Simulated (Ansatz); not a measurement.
# Phonons of Li2Ti in the C11b ordering, part 3 of 3

Question: is the lattice of Li2Ti in the C11b ordering stable, and if so, what are its coupling constant and resistivity?

Ansatz 0.2.0; DFT PBE, scalar-relativistic, plane waves, PAW.

So far, highest frequency, solved or plainly interpolated (cm⁻¹): step 5 (lattice stability: q 2×2×2, k 6×6×6) 427. Also lowest on path (cm⁻¹): step 5 -115. The relaxed cell has a = 2.634, c = 15.179 Å (conventional setting).

The structure was built from a prototype and need not be the compound's stable phase.

## 6. Lattice stability: q 3×3×3, k 9×9×9

An imaginary mode on so few k-points may come from the sampling, so the phonons are repeated with another q and k mesh.

The input, input.yaml:

```yaml
crystal:
  lattice:
    - [2.6335020356, 0.0, 0.0]
    - [0.0, 2.6335020356, 0.0]
    - [1.3167510178, 1.3167510178, 7.5893953642]
  atoms:
    - { symbol: Ti, position: [0.0, 0.0, 0.0] }
    - { symbol: Li, position: [0.6652556989, 0.6652556989, 0.6694886022] }
    - { symbol: Li, position: [0.3347443011, 0.3347443011, 0.3305113978] }
kpoints:
  mp_grid: { grid: [9, 9, 9] }
hamiltonian:
  xc: pbe
scf:
  occupations: { method: methfessel_paxton, width: 0.2 }
output:
  eigenvalues: true
phonons:
  method: dfpt
  qmesh: [3, 3, 3]
  temperatures: { t_max: 1000, t_step: 50 }
  qpath:
    path:
      - [[0.0, 0.0, 0.0], [0.5, 0.5, 0.5], [0.5, 0.5, 0.75], [0.5, 0.0, 0.5], [0.0, 0.0, 0.0], [0.0, 0.0, 0.5], [0.48494908, 0.0, 0.74247454]]
      - [[0.51505092, 0.0, 0.25752546], [0.0, 0.0, 0.0]]
      - [[0.5, 0.5, 0.5], [0.51505092, 0.48494908, 0.5]]
      - [[0.48494908, 0.48494908, 0.98494908], [0.0, 0.0, 0.5]]
    npoints: 10
```

Launch:

```sh
ansatz run input.yaml --threads 4 --pin off --max-ram 8192MiB --backend cpu --events-out ev --progress --plain --runs-dir out
```

Numbers of over 12 decimals in the logs are rounded to 6 here.

The log of the run:

```text
[...]
Crystal: 3 atoms, lattice volume = 52.635 Å³
Basis set: ecut = 420 eV, 1021 PW (Γ), exchange–correlation on 36×36×108 points (8 copies of the dense FFT grid, shifted against one another)
Bands: 13, of which v1, the nominal top of the filled ones, is band 9 counted from 1 (8 counted from 0)
Symmetry: 16 space group operations
k-points: 205 of 729 (irreducible under 4 space group operations)
[...]
SCF iter   1: F=—  HF=-2908.221263 eV  |F-HF|=—  |Δ(HF+E_count)|=         —  Δρ=3.25e-3  dr2=9.72e-3  ethr=1.77e-3  ⟨swp⟩=4.0  Hψ=11922  notcnv=0
[...]
SCF iter   9: F=-2908.219320 eV  HF=-2908.219320 eV  |F-HF|=4.55e-13  |Δ(HF+E_count)|=  9.55e-11  S|Δr|=    0.00e0  Δρ=7.16e-8  dr2=2.83e-12  ethr=1.00e-12  ⟨swp⟩=3.5  Hψ=10857  notcnv=0
SCF 1 converged in 9 iterations: F = -2908.219320 eV  dr2 = 2.83e-12
[...]
Symmetry: 4 space group operations
k-points: 205 of 729
[...]
SCF iter   4: F=-2908.219320 eV  HF=-2908.219320 eV  |F-HF|=3.64e-12  |Δ(HF+E_count)|=  1.36e-12  S|Δr|=    0.00e0  Δρ=3.43e-8  dr2=4.17e-12  ethr=1.00e-12  ⟨swp⟩=1.0  Hψ=6150  notcnv=0
SCF 2 converged in 4 iterations: F = -2908.219320 eV  dr2 = 4.17e-12
[...]
SCF converged after 9 iterations
[...]
Free energy (F): -2908.219320 eV
[...]
Internal energy: -2908.215931 eV  (E = F + TS)
E sigma→0 (E₀):  -2908.218473 eV
Entropy (-TS):   -0.003389 eV (-1.130 meV/atom)
Fermi energy:    5.264066 eV
[...]
--- Band table (eV; the first three rows and the last of 205) ---
  k-point 0: bands = [... 5 lower, -27.1888, 0.5049, 2.7208, 3.3895, 4.2205, 4.9646, 8.0811, 8.0811]
  k-point 1: bands = [... 5 lower, -27.1888, 0.5155, 2.6006, 3.5302, 4.2205, 4.9575, 8.0811, 8.0811]
  k-point 2: bands = [... 5 lower, -27.1888, 0.5439, 2.3896, 3.7979, 4.2205, 4.9354, 8.0812, 8.0812]
  k-point 204: bands = [... 5 lower, -27.5105, 3.1975, 5.2665, 5.4572, 7.1696, 8.8559, 8.9078, 9.5626]
[...]
ASR residual: 4.757e-5 → 0.000e0 eV/Å²; symmetrization residual: 8.343e-7 eV/Å²
[...]
ASR residual per site (eV/Å²): 4.76e-5 5.15e-6 5.15e-6
  Γ frequencies (cm⁻¹): 0.00 0.00 0.00 133.83 133.83 143.57 143.57 274.31 329.14
--- Phonons (arbitrary-q DFPT): 10 irreducible q on the 3×3×3 mesh ---
[...]
interpolated dispersion: 94 rows × 9 modes
[...]
```

It took 6.1 min on 4 threads of Intel Xeon Platinum 8488C (Sapphire Rapids), shared host; peak memory 1.5 GiB; 23 min of CPU time.

Numbers from this step:

```
share of imaginary modes in the plain interpolation between solved wavevectors : 0.0916
highest frequency, solved or plainly interpolated                              : 411.2 cm⁻¹
```

Solved on the 3×3×3 mesh alone; all other wavevectors are interpolated. Phonon branches along the path, in cm⁻¹:

```
     point  branch 1  branch 2  branch 3  branch 4  branch 5  branch 6  branch 7  branch 8  branch 9
         Γ         0         0         0       134       134       144       144       274       329
   halfway        76        79       177       225       252       293       296       302       335
         X       -80       220       223       224       225       401       404       411       411
   halfway       -78       220       223       224       224       401       403       411       411
         P       -76       220       224       224       224       402       402       411       411
   halfway        55       134       201       240       250       288       288       407       408
         N      -118       -25        20       111       183       259       270       406       410
   halfway       -81        87        90       106       139       247       289       313       321
         Γ         0         0         0       134       134       144       144       274       329
   halfway        22        22        53       125       125       150       150       258       334
         M        32        32        78       119       119       154       154       242       338
   halfway       -76        27        84       111       132       242       284       314       318
         S      -118       -22        18       108       183       262       267       405       410
jump to S0      -118       -22        18       108       183       262       267       405       410
   halfway       -84        85       100       104       141       250       292       313       326
         Γ         0         0         0       134       134       144       144       274       329
 jump to X       -80       220       223       224       225       401       404       411       411
   halfway       -80       220       223       224       225       400       404       411       411
         R       -79       219       223       225       226       400       403       410       411
 jump to G       -79       219       223       225       226       400       403       410       411
   halfway       -60        74       167       228       257       283       291       301       330
         M        32        32        78       119       119       154       154       242       338
```

The phonon branches as a text plot (rows in cm⁻¹; labels by their first letter):

```
    400 |        **************              ***      ***
    378 |       **    *       *             *   *       **
    356 |      **      *       *           **   **       **
    334 |***  **               *  ********       ** **   *** ****
    312 |   ****               ***        **      **      ***
    290 |    **         *     * **        * *   ****      ***
    268 |***** **         ****    ****       ***    **   * *
    246 |   * *  *     ***** *****    *******  *****    *   *****
    224 |   ************                 *            *******
    202 |  *** ***    *****             **          *  ***   **
    180 |  ** *           *****   *          ****   *   * *  **
    158 | ** *  *              *   * ****  **    *   *   * *  ***
    136 |**             *  *    * **** ****       * **      *  *
    114 |   *  *           **** **    *****   ******      *  *  *
     92 |  *             ***   **        *** *   ***          *
     70 |   ****         *     * **   ***  **   **  *      *    *
     48 | **            *     *   *  * *** **   *   **         *
     25 | *  *  *           ***    * ***  *  ***     *      *  **
      3 |**                         *                         *
    -19 |  *              * **     *    *     **     *       **
    -41 |   *    *     *          *      *          *
    -63 |         *  **          *                 *   *******
    -85 |          **      *   **         **      *   *
   -107 |                   ***             ******
         Γ         X P      N       Γ  M     S|S     R|G        M
```

Lowest modes at the softest wavevector of the mesh. Modes at q = (-0.333, 0.000, 0.000), with each element's share of the kinetic energy (negative means imaginary):

```
mode  frequency (cm⁻¹)  Ti %  Li %
   1            -100.8    95     5
   2              55.0     4    96
   3              78.6     1    99
   4             106.0    91     9
   5             164.0    96     4
   6             243.7     7    93
```

Displacements in mode 1 (-100.8 cm⁻¹), the largest set to 1, in the home cell (x, y, z of the real part, then of the imaginary part):
```
Ti1  0.00  0.98  0.00  0.00  0.18  0.00
Li2  0.00  0.25  0.00  0.00 -0.35  0.00
Li3  0.00  0.30  0.00  0.00 -0.30  0.00
```

Displacements in mode 3 (78.6 cm⁻¹), the largest set to 1, in the home cell (x, y, z of the real part, then of the imaginary part):
```
Ti1  0.00 -0.04  0.00  0.00  0.02  0.00
Li2  0.00  0.88  0.00  0.00 -0.47  0.00
Li3  0.00 -0.88  0.00  0.00 -0.47  0.00
```

The modes has structure finer than the step of the table below, so its rows give means over 20 cm⁻¹, whole bins alone (the curve runs from -128 to 433 cm⁻¹). Peaks (cm⁻¹: height): Li 228.6: 0.0360, 246.2: 0.0410, 277.9: 0.0278, 316.7: 0.0289, 373.1: 0.0297, 394.3: 0.0343, 404.8: 0.0452; Ti -39.4: 0.0162, 77.0: 0.0133, 182.7: 0.0186.

Phonopy on the run's constants, 21x21x7 mesh, Gaussian sigma 4.0 cm⁻¹. Table of modes by wavenumber; means over each step; values in 1/cm⁻¹/cell:

```
wavenumber (cm⁻¹)       Li       Ti
             -100   9.8e-5  0.00457
              -80   2.0e-4  0.00621
              -60   5.1e-4  0.00745
              -40   7.8e-4   0.0124
              -20  0.00115  0.00513
                0   2.9e-4  0.00121
               20  0.00137  0.00417
               40  0.00206  0.00711
               60  0.00556   0.0100
               80  0.00461   0.0121
              100  0.00492   0.0102
              120   0.0103  0.00918
              140  0.00987  0.00688
              160  0.00961   0.0102
              180   0.0112   0.0152
              200   0.0106   0.0116
              220   0.0210  0.00661
              240   0.0348  0.00348
              260   0.0250  0.00199
              280   0.0238   9.9e-4
              300   0.0154   4.9e-4
              320   0.0229   5.4e-4
              340   0.0139   2.2e-4
              360   0.0105   6.2e-5
              380   0.0188   9.2e-5
              400   0.0342   1.4e-4
              420  0.00649   2.1e-5
```

No LO-TO term; unit eigenvectors of the mass-weighted matrix. Modes at Γ, with each element's share of the kinetic energy:

```
mode  frequency (cm⁻¹)  symmetry  Ti %  Li %
   1               0.0   unnamed    78    22
   2               0.0   unnamed    78    22
   3               0.0   unnamed    78    22
   4             133.8        Eu    22    78
   5             133.8        Eu    22    78
   6             143.6        Eg     0   100
   7             143.6        Eg     0   100
   8             274.3       A2u    22    78
   9             329.1       A1g     0   100
```

Displacements in mode 4 (133.8 cm⁻¹), the largest set to 1:
```
Ti1 -0.02 -0.29  0.00
Li2  0.06  1.00  0.00
Li3  0.06  1.00  0.00
```

Displacements in mode 8 (274.3 cm⁻¹), the largest set to 1:
```
Ti1  0.00  0.00 -0.29
Li2  0.00  0.00  1.00
Li3  0.00  0.00  1.00
```

Among the solved wavevectors the lowest mode, translations apart, is -101 cm⁻¹, imaginary.

## 7. What came out

- phonon run of the rows without a label of their own: PBE, q 3×3×3, k 9×9×9
- softest mode on the q mesh: -101 cm⁻¹ at q = (-0.333, 0, 0)
- highest frequency, solved or plainly interpolated: 411 cm⁻¹

In words: The lattice is dynamically unstable at this level: a mode at q = (-0.333, 0, 0) is imaginary, 101i cm⁻¹, so no harmonic coupling constant or resistivity is defined for this structure. These meshes are coarse, and single modes of a metal can move by tens of cm⁻¹ with the k mesh. The coarser mesh found an imaginary mode at another wavevector, which this mesh lacks. The phonon runs are not spin-polarised. The structure was built by hand as an ordered model, and its stability against other phases was not tested.

[Logs are printed without paths, hosts, clocks, repeated set-up lines and the standing remarks that a program may print on its own settings, such as how far it seeks lower states.]

[Hosts, paths, dates, database ids (printed as entryN), source tags and the programs' standing remarks are cut or masked in the printed files.]
